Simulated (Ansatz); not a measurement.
# Ca5Cd3O8 (Cd on 38 % of the Ca sites, one arrangement): which shell does photoemission see at 21.2 and 60 eV? (PBE)

The valence band of Ca5Cd3O8 (Cd on 38 % of the Ca sites, one arrangement) mixes several shells. Work out by hand which one leads the spectrum's area at each photon energy.

Filled states come from the projected DOS of Ansatz 0.2.0 (PBE, plane waves); cross sections σ and asymmetry parameters β are those of free atoms in a Dirac–Hartree–Slater calculation. A shell's area is states × σ × angular factor, which is 1 − β·P₂(cos θ)/2 for unpolarised light, with θ = 54.7° from the beam and P₂ = 0.001.

**At 21.2 eV** (states counted from 11.2 eV below the zero; other shells add 0.43 to the products' sum of 145):

| shell | filled states a cell | cross section (Mb an electron) | β | angular factor | product | share by hand (%) | share in the simulated spectrum (%) |
| --- | --- | --- | --- | --- | --- | --- | --- |
| Cd 4d | 29.78 | 0.964 | -0.11 | 1.00 | 28.7 | 20 | 20 |
| O 2p | 42.62 | 2.73 | 0.81 | 1.00 | 116 | 80 | 80 |

**At 60 eV** (states counted from 21.3 eV below the zero; other shells add 11 to the products' sum of 113):

| shell | filled states a cell | cross section (Mb an electron) | β | angular factor | product | share by hand (%) | share in the simulated spectrum (%) |
| --- | --- | --- | --- | --- | --- | --- | --- |
| Cd 4d | 29.97 | 2.14 | 0.92 | 1.00 | 64.1 | 56 | 56 |
| O 2p | 42.97 | 0.89 | 1.45 | 1.00 | 38.2 | 34 | 34 |

O 2p leads at 21.2 eV and Cd 4d at 60 eV. Between the two energies σ of O 2p changes by a factor 0.33 and that of Cd 4d by 2.2, so their ratio moves 6.8-fold in favour of the second. The simulated spectrum uses the same rule on the energy-resolved DOS, so the two share columns agree within a few points.

Only crystals where the two columns agree within 4 points and the lead is clear are worked in this form. Free-atom cross sections ignore the solid's final states, no escape depth or background enters, and the count of states a shell hangs on the projection.
